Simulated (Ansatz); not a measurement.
# YSb (model cell, started as NiAs type): from the cell to its phonons, part 2 of 2

Wanted: phonon frequencies of YSb (model cell, started as NiAs type) and what follows from them.

Ansatz 0.2.0; DFT PBEsol, scalar-relativistic, plane waves, PAW.

So far. Step 3 (Tight relaxation): The forces vanish by symmetry and the pressure is 0.000 GPa, within the tolerances set. The cell now holds 29.53 Å³/atom. The relaxed cell has a = 4.290, c = 7.408 Å (conventional setting).

The structure was built from a prototype and need not be the compound's stable phase.

### Step 4. Linear response at the zone centre

The zone centre comes first: it holds the modes that light can see, as far as symmetry allows. No field response is asked, since the mesh shows no gap.

input.yaml

```yaml
crystal:
  lattice:
    - [4.2904556944, -2.8663e-06, 0.0]
    - [-2.145225365, 3.7156450583, 0.0]
    - [0.0, 0.0, 7.4083936114]
  atoms:
    - { symbol: "Y", position: [0.0, 0.0, 0.0] }
    - { symbol: "Y", position: [0.0, 0.0, 0.5] }
    - { symbol: Sb, position: [0.3333333333, 0.6666666667, 0.25] }
    - { symbol: Sb, position: [0.6666666667, 0.3333333333, 0.75] }
kpoints:
  mp_grid: { grid: [12, 12, 6] }
hamiltonian:
  xc: pbesol
scf:
  occupations: { method: methfessel_paxton, width: 0.15 }
output:
  eigenvalues: true
phonons:
  method: dfpt
```

The run is started by

```
$ ansatz run input.yaml --threads 4 --pin off --max-ram 7168MiB --backend cpu --events-out ev --progress --plain --runs-dir out
```

Numbers of over 12 decimals in the logs are rounded to 6 here.

The log of the run:

```text
[...]
Crystal: 4 atoms, lattice volume = 118.103 Å³
Basis set: ecut = 420 eV, 2311 PW (Γ), exchange–correlation on 60×60×100 points (8 copies of the dense FFT grid, shifted against one another)
Bands: 32, of which v1, the nominal top of the filled ones, is band 26 counted from 1 (25 counted from 0)
Symmetry: 24 space group operations
k-points: 242 of 864 (irreducible under 2 space group operations, time reversal used)
[...]
SCF iter   1: F=—  HF=-20410.826765 eV  |F-HF|=—  |Δ(HF+E_count)|=         —  Δρ=2.74e-3  dr2=5.13e-3  ethr=1.77e-3  ⟨swp⟩=6.0  Hψ=32779  notcnv=0
[...]
SCF iter  10: F=-20410.826186 eV  HF=-20410.826186 eV  |F-HF|=3.64e-12  |Δ(HF+E_count)|=  1.09e-11  S|Δr|=    0.00e0  Δρ=1.95e-8  dr2=7.18e-13  ethr=1.00e-12  ⟨swp⟩=10.0  Hψ=35526  notcnv=0
SCF 1 converged in 10 iterations: F = -20410.826186 eV  dr2 = 7.18e-13
[...]
DFPT response loops at Γ: preconditioner auto → Kerker (q_TF=auto, 2.380 Å⁻¹) (partly filled bands, converged f_vac=0.000); β = 1.00, the filter's whole step (`scf.mixing.beta` (0.50) is not read by the response loops under this deck's `scf.mixing.preconditioner`; to damp them name `kerker` or `kerker_dos`, under which they read `scf.mixing.beta`, and type it under 1.00, their step now; both keys bind the ground state too); Broyden in place of MSR1
SCF converged after 10 iterations
[...]
Free energy (F): -20410.826186 eV
[...]
Internal energy: -20410.826808 eV  (E = F + TS)
E sigma→0 (E₀):  -20410.826341 eV
Entropy (-TS):   0.000622 eV (0.156 meV/atom)
Fermi energy:    9.901226 eV
[...]
--- Band table (eV; the first three rows and the last of 242) ---
  k-point 0: bands = [... 22 lower, 8.3641, 9.7486, 10.3616, 10.8371, 10.8371, 11.2382, 11.2382, 11.3517, ... 2 higher]
  k-point 1: bands = [... 22 lower, 8.4459, 9.2689, 10.2828, 10.2828, 10.5880, 11.3091, 11.3091, 11.8840, ... 2 higher]
  k-point 2: bands = [... 22 lower, 8.6892, 8.6892, 9.6271, 9.6271, 11.0511, 11.5138, 11.5138, 12.0998, ... 2 higher]
  k-point 241: bands = [... 22 lower, 7.9120, 7.9120, 8.3056, 8.3056, 11.1135, 11.1135, 12.3592, 12.3592, ... 2 higher]
--- Phonons (Γ-DFPT): 4 representative perturbations + reference, on 242 of 864 k-points (Σ response iterations 12) ---
  k mesh reduced under 2 symmetry operations, with k and −k counted as one. Each operation leaves every solved perturbation unchanged. A smaller set is not used because it would not reduce the number of displacements times k-points to solve
  ASR residual: 9.870e-5 → 0.000e0 eV/Å²; symmetrization residual: 1.112e-4 eV/Å²
  ASR residual per site (eV/Å²): 9.87e-5 9.87e-5 8.12e-5 8.12e-5
  Γ frequencies (cm⁻¹): 0.00 0.00 0.00 104.65 104.65 110.87 110.87 137.85 139.03 139.03 168.28 199.83
  non-analytic LO–TO correction: not included (Born effective charges unavailable; polar crystals: no LO–TO splitting at Γ)
```

The job ended after 64 s (4 threads of Intel Xeon 6975P-C (Granite Rapids), shared host; peak memory 3 GiB).

Reading the cycles: dr2 is the Hartree energy of the density residual (eV), the measure of convergence; HF is the Harris–Foulkes estimate of the energy, which meets the free energy F at convergence.

This step gave:

```yaml
sum_rule_residual_before_enforcement: 9.87e-5 eV/Å²
point_group: 6/mmm
highest_optical_mode_at_the_zone_centre_no_lo_to_term: 199.8 cm⁻¹
lowest_optical_zone_centre_mode: 104.7 cm⁻¹
```

Patterns of degenerate modes are one choice out of their space. The modes at Γ (shares of kinetic energy by element, %):

```
mode  frequency (cm⁻¹)  symmetry  Y %  Sb %
   1               0.0  acoustic   42    58
   2               0.0  acoustic   42    58
   3               0.0  acoustic   42    58
   4             104.7       E2g    0   100
   5             104.7       E2g    0   100
   6             110.9       E2u  100     0
   7             110.9       E2u  100     0
   8             137.8       B1g    0   100
   9             139.0       E1u   58    42
  10             139.0       E1u   58    42
  11             168.3       A2u   58    42
  12             199.8       B2u  100     0
```

Displacements in mode 5 (104.7 cm⁻¹), the largest set to 1:
```
Y1   0.00  0.00  0.00
Y2   0.00  0.00  0.00
Sb3  1.00  0.09  0.00
Sb4 -1.00 -0.09  0.00
```

Displacements in mode 10 (139.0 cm⁻¹), the largest set to 1:
```
Y1   1.00  0.00  0.00
Y2   1.00  0.00  0.00
Sb3 -0.73  0.00  0.00
Sb4 -0.73  0.00  0.00
```

Before it was imposed, the acoustic sum rule was missed by 9.9e-5 eV/Å². Small misses are needed for a sound result but don't prove that mesh and cutoff are converged. The lowest optical mode is real, 105 cm⁻¹.

### Step 5. The dispersion

The mesh has a single point along some directions, so zone-edge points there are not solved. Linear response on a 2×2×1 q mesh gives force constants as far as a supercell of that size would.

Changes to input.yaml since step 4:

```diff
@@ -20 +20,9 @@
   method: dfpt
+  qmesh: [2, 2, 1]
+  temperatures: { t_max: 1000, t_step: 50 }
+  qpath:
+    path:
+      - [[0.0, 0.0, 0.0], [0.5, 0.0, 0.0], [0.33333333, 0.33333333, 0.0], [0.0, 0.0, 0.0], [0.0, 0.0, 0.5], [0.5, 0.0, 0.5], [0.33333333, 0.33333333, 0.5], [0.0, 0.0, 0.5]]
+      - [[0.5, 0.0, 0.5], [0.5, 0.0, 0.0]]
+      - [[0.33333333, 0.33333333, 0.5], [0.33333333, 0.33333333, 0.0]]
+    npoints: 10
```

The log of the run:

```text
[...]
Crystal: 4 atoms, lattice volume = 118.103 Å³
Basis set: ecut = 420 eV, 2311 PW (Γ), exchange–correlation on 60×60×100 points (8 copies of the dense FFT grid, shifted against one another)
Bands: 32, of which v1, the nominal top of the filled ones, is band 26 counted from 1 (25 counted from 0)
Symmetry: 24 space group operations
k-points: 76 of 864
[...]
SCF iter   1: F=—  HF=-20410.826966 eV  |F-HF|=—  |Δ(HF+E_count)|=         —  Δρ=2.75e-3  dr2=5.19e-3  ethr=1.77e-3  ⟨swp⟩=6.0  Hψ=10404  notcnv=0
[...]
SCF iter  10: F=-20410.826186 eV  HF=-20410.826186 eV  |F-HF|=3.64e-12  |Δ(HF+E_count)|=    0.00e0  S|Δr|=    0.00e0  Δρ=2.10e-8  dr2=7.99e-13  ethr=1.00e-12  ⟨swp⟩=9.8  Hψ=11100  notcnv=0
SCF 1 converged in 10 iterations: F = -20410.826186 eV  dr2 = 7.99e-13
[...]
phonons: the bands overlap, so this run is a metal and interpolates without the dipole-dipole term. If the crystal is really an insulator or semiconductor, its LO-TO splitting is missing
NSCF: frozen V_eff on 76 k-points
[...]
DFPT response loops at q = (0, 0, 0) (fractional): preconditioner auto → Kerker (q_TF=auto, 2.380 Å⁻¹) (partly filled bands, converged f_vac=0.000); β = 1.00, the filter's whole step (`scf.mixing.beta` (0.50) is not read by the response loops under this deck's `scf.mixing.preconditioner`; to damp them name `kerker` or `kerker_dos`, under which they read `scf.mixing.beta`, and type it under 1.00, their step now; both keys bind the ground state too); Broyden in place of MSR1
[...]
SCF converged after 10 iterations
[...]
Free energy (F): -20410.826186 eV
[...]
Internal energy: -20410.826808 eV  (E = F + TS)
E sigma→0 (E₀):  -20410.826341 eV
Entropy (-TS):   0.000622 eV (0.156 meV/atom)
Fermi energy:    9.901226 eV
[...]
--- Band table (eV; the first three rows and the last of 76) ---
  k-point 0: bands = [... 22 lower, 8.3641, 9.7486, 10.3616, 10.8371, 10.8371, 11.2382, 11.2382, 11.3517, ... 2 higher]
  k-point 1: bands = [... 22 lower, 8.4459, 9.2689, 10.2828, 10.2828, 10.5880, 11.3091, 11.3091, 11.8840, ... 2 higher]
  k-point 2: bands = [... 22 lower, 8.6892, 8.6892, 9.6271, 9.6271, 11.0511, 11.5138, 11.5138, 12.0998, ... 2 higher]
  k-point 75: bands = [... 22 lower, 7.3758, 7.3758, 8.1476, 8.1476, 11.3269, 11.3269, 12.3695, 12.3695, ... 2 higher]
--- Phonons (Γ-DFPT): 4 representative perturbations + reference (Σ response iterations 12) ---
  ASR residual: 1.079e-4 → 0.000e0 eV/Å²; symmetrization residual: 3.003e-5 eV/Å²
  ASR residual per site (eV/Å²): 8.33e-5 8.33e-5 1.08e-4 1.08e-4
[...]
--- Phonons (arbitrary-q DFPT): 2 irreducible q on the 2×2×1 mesh ---
  q = [0.0000, 0.0000, 0.0000] (star 1, of the zone-centre solve; hermiticity 6.53e-6, symmetrization 2.98e-7): -0.00 -0.00 0.00 104.65 104.65 110.87 110.87 137.85 139.02 139.02 168.28 199.83
  q = [0.0000, -0.5000, 0.0000] (star 3, 6 solved perturbations in 1878 linear systems a pass and spin channel, the states on 436 of 864 k-point pairs; hermiticity 2.92e-6, symmetrization 9.29e-7): 58.56 70.73 88.54 111.44 113.55 121.77 122.97 128.67 137.84 166.44 169.49 183.04
  sum rule: each row above includes the acoustic sum rule's correction from the zone centre's row sums; it moved no ω² by more than (0.50 cm⁻¹)²
  mesh force constants: q→R imaginary residual 1.43e-17; ASR residual 1.079e-4 → 0.000e0 eV/Å²; symmetrization residual 8.882e-15 eV/Å²
  interpolated dispersion: 93 rows × 12 modes
  density of states and harmonic sums: on the 18×18×9 q-mesh, interpolated from the force constants of a 2×2×1 supercell (no non-analytic term)
  largest difference from the sums on the solved wave vectors: F 1.60e-1 eV, S 2.25e-4 and C_V 6.45e-5 eV/K
  zero-point energy: 0.089706 eV/cell   skipped modes (ω ≤ 0): 3   left out of the sums: 8.57e-5 of the cell's modes: C_V's classical limit lies that fraction below 3 k_B per atom; for a crystal, a wire or a layer, F and S can be off by more, and a phonons.interpolated_qmesh denser along its periods is the remedy for the sampling
```

The job ended after 2.7 min (4 threads; peak memory 3.7 GiB).

This step gave:

```yaml
sum_rule_residual_before_enforcement: 1.08e-4 eV/Å²
lowest_mode_on_the_q_mesh_acoustic_modes_at_gamma_apart: 58.56 cm⁻¹
highest_frequency_at_a_solved_wavevector_no_lo_to_term_at_gamma: 199.8 cm⁻¹
```

Frequencies (cm⁻¹) solved at each irreducible wavevector; negative means imaginary. Frequencies by wavevector, by row:

```
q in reciprocal lattice units  star  mode 1  mode 2  mode 3  mode 4  mode 10  mode 11  mode 12
                        0 0 0     1       0       0       0   104.7      139    168.3    199.8
                     0 -0.5 0     3    58.6    70.7    88.5   111.4    166.4    169.5      183
```

Symmetry leaves 2 wavevectors to solve. The lowest mode among them, the acoustic zeros apart, lies at q = (0, -0.5, 0) and is real, 58.6 cm⁻¹.

### Step 6. Another isotope

An isotope changes the mass and not the force constants, so no new electronic calculation is needed; the shifts show which modes move this element.

The same force constants with the mass of Sb changed from 121.760 to 122.904 u (phonopy, no LO-TO term). Both lists are sorted by frequency; levels can cross, so a row need not hold one and the same mode. Modes under 3 cm⁻¹ are left out. Isotope shifts, by row:

```
       q  rank  natural mass (cm⁻¹)  changed mass (cm⁻¹)
   0 0 0     4                104.7                104.2
   0 0 0     5                104.7                104.2
   0 0 0     6                110.9                110.9
   0 0 0     7                110.9                110.9
   0 0 0     8                137.8                137.2
   0 0 0     9                  139                138.8
   0 0 0    10                  139                138.8
   0 0 0    11                168.3                167.9
   0 0 0    12                199.8                199.8
0 -0.5 0     1                58.56                58.39
0 -0.5 0     2                70.73                70.54
0 -0.5 0     3                88.54                88.22
0 -0.5 0     4                111.4                110.9
0 -0.5 0     5                113.5                113.5
0 -0.5 0     6                121.8                121.2
0 -0.5 0     7                  123                  123
0 -0.5 0     8                128.7                128.1
0 -0.5 0     9                137.8                137.6
0 -0.5 0    10                166.4                166.4
0 -0.5 0    11                169.5                169.2
0 -0.5 0    12                  183                182.9
```

A mode of this element alone would shift by -0.47 %. The highest zone-centre frequency without the field goes from 199.8 to 199.8 cm⁻¹ (+0.0 %). The product of the frequency ratios over all optical modes at Γ is 0.980; the product rule, (m/m′)^(3k/2) (M′/M)^(3/2) with k = 2 such atoms and M the mass of the cell, gives 0.980.

### Step 7. What came out

```
space group after relaxation (within 0.01 Å)            : P6_3/mmc
volume per atom                                         : 29.5 Å³
electronic character                                    : no gap on this mesh
highest optical mode at the zone centre (no LO-TO term) : 200 cm⁻¹
lowest optical zone-centre mode                         : 105 cm⁻¹
lowest mode on the q mesh (acoustic modes at Γ apart)   : 58.6 cm⁻¹
imaginary modes on the 2×2×1 q mesh                     : none
```

What this shows: The structure is a minimum as far as tested: no mode is imaginary at the 2 irreducible wavevectors of the 2×2×1 mesh, and the softest away from the acoustic zeros lies at 59 cm⁻¹. The optical modes at Γ span 105 to 200 cm⁻¹. The highest mode in this list at Γ, 199.8 cm⁻¹, is mostly motion of Y (100 % of the kinetic energy). The q mesh is too sparse to interpolate, so only the solved wavevectors are given. With no gap, or one that is small against the smearing, the frequencies hang on the k mesh and the smearing, most of all near Kohn anomalies. Spin-orbit coupling is left out, which can matter for the heavy elements here. The starting cell was built on a prototype and not taken from a measurement, so the phase need not exist. These are harmonic frequencies at zero temperature: anharmonic shifts, linewidths and thermal expansion are left out.

[Logs are printed without paths, hosts, clocks, repeated set-up lines and the standing remarks that a program may print on its own settings, such as how far it seeks lower states.]

[Hosts, paths, dates, database ids (printed as entryN), source tags and the programs' standing remarks are cut or masked in the printed files.]
